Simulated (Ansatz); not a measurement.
## BiN (model cell, started as CsCl type): from the cell to its phonons

Aim: the phonons of BiN (model cell, started as CsCl type) at a cell relaxed beforehand at this level. After the zone centre comes a 4×4×4 q mesh on a 16×16×16 k mesh.

Program: Ansatz 0.2.0. Level of theory: DFT PBEsol, scalar-relativistic, plane waves, PAW. Results are calculated unless marked as measured.

The structure was built from a prototype and need not be the compound's stable phase.

### Step 1. Set-up

Symmetry: Pm-3m, No. 221, cubic system. The conventional cell has a = 3.138 Å, b = 3.138 Å, c = 3.138 Å, α = 90.00°, β = 90.00°, γ = 90.00°. Nearest to Bi lie 8 N at 2.72 Å. Nearest to N lie 8 Bi at 2.72 Å. Farther neighbours and most contacts between anions are not listed.

As a file:

```
Bi N
1.0
     3.13757    0.00000    0.00000
     0.00000    3.13757    0.00000
     0.00000    0.00000    3.13757
Bi N
1 1
Cartesian
  0.0000 0.0000 0.0000
  1.5688 1.5688 1.5688
```

### Step 2. Zone-centre response

The cell comes from relaxations at this level that are not shown. The zone centre comes first: it holds the modes that light can see, as far as symmetry allows. No field response is asked, since the mesh shows no gap.

File input.yaml:

```yaml
crystal:
  lattice:
    - [3.1375731501, 0.0, 0.0]
    - [0.0, 3.1375731501, 0.0]
    - [0.0, 0.0, 3.1375731501]
  atoms:
    - { symbol: Bi, position: [0.0, 0.0, 0.0] }
    - { symbol: "N", position: [0.5, 0.5, 0.5] }
kpoints:
  mp_grid: { grid: [16, 16, 16] }
hamiltonian:
  xc: pbesol
scf:
  occupations: { method: methfessel_paxton, width: 0.2 }
output:
  eigenvalues: true
phonons:
  method: dfpt
```

Launch:

```bash
$ ansatz run input.yaml --threads 4 --pin off --max-ram 7168MiB --backend cpu --events-out ev --progress --plain --runs-dir out
```

Numbers of over 12 decimals in the logs are rounded to 6 here.

What it wrote:

```text
Engine: ansatz 0.2.0, aarch64-unknown-linux-gnu
Pseudopotentials: kind: paw
Pseudopotential: Bi, paw, valence charge 15, recommended cutoff 420 eV (normal), Bi.paw.azcp
Pseudopotential: N, paw, valence charge 5, recommended cutoff 420 eV (normal), N.paw.azcp
Functional definition: PBEsol
  exchange = pbesol_x
  correlation = pbesol_c
Crystal: 2 atoms, lattice volume = 30.887 Å³
Basis set: ecut = 420 eV, 619 PW (Γ), exchange–correlation on 48×48×48 points (8 copies of the dense FFT grid, shifted against one another)
Bands: 14, of which v1, the nominal top of the filled ones, is band 10 counted from 1 (9 counted from 0)
Symmetry: 48 space group operations
k-points: 405 of 4096 (irreducible under 8 space group operations, time reversal used)
Non-local potential: Bi, projectors of the file, l = 0: 2, l = 1: 2, l = 2: 2, l = 3: 2
Non-local potential: N, projectors of the file, l = 0: 2, l = 1: 2, l = 2: 1
PAW form: soft (Blöchl's): semilocal exchange-correlation on the pseudo side does not see the compensation charge
PAW frozen core: Bi, regenerated for the run's functional, and the local potential with it (the file was generated under x = pbe(κ = 0.804, μ = 0.219515), c = pbe(β = 0.066725))
PAW frozen core: N, regenerated for the run's functional, and the local potential with it (the file was generated under x = pbe(κ = 0.804, μ = 0.219515), c = pbe(β = 0.066725))
PAW one-centre angular grid: Bi, 590 points (default); XC on 64 Gauss nodes
PAW one-centre angular grid: N, 110 points (default); XC on 64 Gauss nodes
Initial density: superposition of atomic densities (neutral atoms: chi_scale 0, normalization atom), corrected by the library's trained network
Initial wavefunctions: pseudopotential atomic-orbital guess
Functional: x = pbesol(κ = 0.804, μ = 0.123457), c = pbesol(β = 0.046)
SCF iter   1: F=—  HF=-12618.040842 eV  |F-HF|=—  |Δ(HF+E_count)|=         —  Δρ=1.73e-2  dr2=1.23e-1  ethr=1.77e-3  ⟨swp⟩=5.0  Hψ=27796  notcnv=0
preconditioner: auto → none  [metal: Δε(μ)=0.019 eV  Ē_g=19.990 eV  σ=0.200 eV  W_gap=0.08  n_scr=6 (ndim 8)  ℏωp=29.9 eV  f_vac=0.000  D(μ)=0.96/eV (n_scr^D=6)  sad-step TF]
SCF iter   2: F=—  HF=-12618.028037 eV  |F-HF|=—  |Δ(HF+E_count)|=   1.28e-2  S|Δr|=    0.00e0  Δρ=1.25e-2  dr2=6.86e-2  ethr=6.13e-4  ⟨swp⟩=1.0  Hψ=8910  notcnv=0
SCF iter   3: F=—  HF=-12618.014425 eV  |F-HF|=—  |Δ(HF+E_count)|=   1.36e-2  S|Δr|=    0.00e0  Δρ=1.18e-3  dr2=4.28e-4  ethr=3.43e-4  ⟨swp⟩=1.5  Hψ=5922  notcnv=0
SCF iter   4: F=—  HF=-12618.014519 eV  |F-HF|=—  |Δ(HF+E_count)|=   9.38e-5  S|Δr|=    0.00e0  Δρ=2.05e-4  dr2=3.31e-6  ethr=2.14e-6  ⟨swp⟩=2.0  Hψ=6774  notcnv=0
SCF iter   5: F=—  HF=-12618.014536 eV  |F-HF|=—  |Δ(HF+E_count)|=   1.79e-5  S|Δr|=    0.00e0  Δρ=4.62e-5  dr2=7.21e-7  ethr=1.65e-8  ⟨swp⟩=2.0  Hψ=9762  notcnv=0
SCF iter   6: F=—  HF=-12618.014532 eV  |F-HF|=—  |Δ(HF+E_count)|=   4.93e-6  S|Δr|=    0.00e0  Δρ=1.17e-5  dr2=4.01e-8  ethr=3.61e-9  ⟨swp⟩=2.6  Hψ=9492  notcnv=0
SCF iter   7: F=—  HF=-12618.014531 eV  |F-HF|=—  |Δ(HF+E_count)|=   5.72e-9  S|Δr|=    0.00e0  Δρ=2.59e-6  dr2=2.64e-9  ethr=2.01e-10  ⟨swp⟩=2.0  Hψ=6774  notcnv=0
SCF iter   8: F=—  HF=-12618.014531 eV  |F-HF|=—  |Δ(HF+E_count)|=  4.66e-10  S|Δr|=    0.00e0  Δρ=2.33e-7  dr2=1.94e-11  ethr=1.32e-11  ⟨swp⟩=1.9  Hψ=6550  notcnv=0
SCF iter   9: F=-12618.014531 eV  HF=-12618.014531 eV  |F-HF|=0.00e0  |Δ(HF+E_count)|=    0.00e0  S|Δr|=    0.00e0  Δρ=6.45e-8  dr2=1.44e-12  ethr=1.00e-12  ⟨swp⟩=6.0  Hψ=24926  notcnv=0
the search or the solves at the SCF's close seem to have found levels that the self-consistency loop had missed (the run counts 2). By its estimate they hold under 1e-12 electrons; where the run keeps them, the occupations were computed again with them
SCF 1 converged in 9 iterations: F = -12618.014531 eV  dr2 = 1.44e-12
  greatest PAW one-centre occupation: 0.990 electrons in one spin orbital (limit 2), on the Bi atom at site 0 (counted from 0), in its partial waves of l = 2
DFPT response loops at Γ: preconditioner auto → Kerker (q_TF=auto, 2.538 Å⁻¹) (partly filled bands, converged f_vac=0.000); β = 1.00, the filter's whole step (`scf.mixing.beta` (0.50) is not read by the response loops under this deck's `scf.mixing.preconditioner`; to damp them name `kerker` or `kerker_dos`, under which they read `scf.mixing.beta`, and type it under 1.00, their step now; both keys bind the ground state too); Broyden in place of MSR1
SCF converged after 9 iterations
Stability not checked: this state was not tested for a lower state beside it, because cold or Methfessel-Paxton smearing, or corrected tetrahedra, fill the levels in a way that the test cannot read (fill_not_monotonic; see scf.lower_state_search)
Free energy (F): -12618.014531 eV
Harris-Foulkes:  -12618.014531 eV  (|F-HF|=0.00e0)
Internal energy: -12618.012258 eV  (E = F + TS)
E sigma→0 (E₀):  -12618.013963 eV
Entropy (-TS):   -0.002273 eV (-1.137 meV/atom)
Fermi energy:    14.075434 eV
--- Per-component energies (eV) ---
  E_band       = -11.135712
  E_kinetic    = 427.275591
  E_local      = -1299.966552  (includes V_loc(G=0)·N_el)
  E_nonlocal   = 611.031924
  E_hartree    = 388.041801
  E_xc         = -210.196373
  E_vxc        = -220.509027  (∫ρ·V_xc dr)
  E_paw        = -10630.590154  (= ΣΔE_a)
  E_vpaw       = -305.050799  (= ΣTr[D̂ρ^β])
  E_aug_tail   = -0.000452  (compensation charges beyond the density's cutoff)
  E_ewald      = -1903.725895
  E_core_change = 0.117851  (= ΣΔE_core)
  E_smearing   = -0.002273  (= −TS)
  E_closure    = 0.000000  (closes the sum)
  Σ components = -12618.014531   (vs F -12618.014531, Δ=0.00e0)
--- Band table (eV; the first three rows and the last of 405) ---
  k-point 0: bands = [... 6 lower, 5.8742, 12.1076, 12.1076, 12.1076, 21.4127, 21.4127, 21.4127, 21.4204]
  k-point 1: bands = [... 6 lower, 5.7756, 12.0812, 12.1537, 12.1537, 20.4386, 21.3493, 21.3493, 21.4557]
  k-point 2: bands = [... 6 lower, 5.4827, 12.0266, 12.2887, 12.2887, 19.4158, 21.1599, 21.1599, 21.5619]
  k-point 404: bands = [... 6 lower, 6.9238, 11.4893, 11.4893, 11.4893, 12.1666, 12.1666, 12.1666, 27.6492]
--- Phonons (Γ-DFPT): 2 representative perturbations + reference, on 405 of 4096 k-points (Σ response iterations 6) ---
  k mesh reduced under 8 symmetry operations, with k and −k counted as one. Each operation leaves every solved perturbation unchanged. A smaller set is not used because it would not reduce the number of displacements times k-points to solve
  ASR residual: 5.823e-5 → 0.000e0 eV/Å²; symmetrization residual: 1.684e-6 eV/Å²
  ASR residual per site (eV/Å²): 4.47e-6 5.82e-5
  Γ frequencies (cm⁻¹): -249.68 -249.68 -249.68 0.00 0.00 0.00
  non-analytic LO–TO correction: not included (Born effective charges unavailable; polar crystals: no LO–TO splitting at Γ)
```

Elapsed: 12 s, on 4 threads of Arm Neoverse V2, shared host; peak memory 0.82 GiB; 44 s of CPU time.

This step gave:

```yaml
volume_per_atom: 15.44 Å³
gap_on_the_k_mesh: 0 eV
sum_rule_residual_before_enforcement: 5.82e-5 eV/Å²
point_group: m-3m
highest_optical_mode_at_the_zone_centre_no_lo_to_term: -249.7 cm⁻¹
lowest_optical_zone_centre_mode: -249.7 cm⁻¹
```

Patterns of degenerate modes are one choice out of their space. The modes at Γ (shares of kinetic energy by element, %) (negative means imaginary):

| mode | frequency (cm⁻¹) | symmetry | Bi % | N % |
| --- | --- | --- | --- | --- |
| 1 | -249.7 | T1u | 6 | 94 |
| 2 | -249.7 | T1u | 6 | 94 |
| 3 | -249.7 | T1u | 6 | 94 |
| 4 | 0.0 | acoustic | 94 | 6 |
| 5 | 0.0 | acoustic | 94 | 6 |
| 6 | 0.0 | acoustic | 94 | 6 |

Displacements in mode 3 (-249.7 cm⁻¹), the largest set to 1:
```
Bi1  0.00  0.00 -0.07
N2   0.00  0.00  1.00
```

Before it was imposed, the acoustic sum rule was missed by 5.8e-5 eV/Å². Small misses are needed for a sound result but don't prove that mesh and cutoff are converged. The lowest optical mode is imaginary, 249.7i cm⁻¹, so the energy falls along it.

(Part 1 of 2 ends here.)

[Logs are printed without paths, hosts, clocks, repeated set-up lines and the standing remarks that a program may print on its own settings, such as how far it seeks lower states.]

[Hosts, paths, dates, database ids (printed as entryN), source tags and the programs' standing remarks are cut or masked in the printed files.]
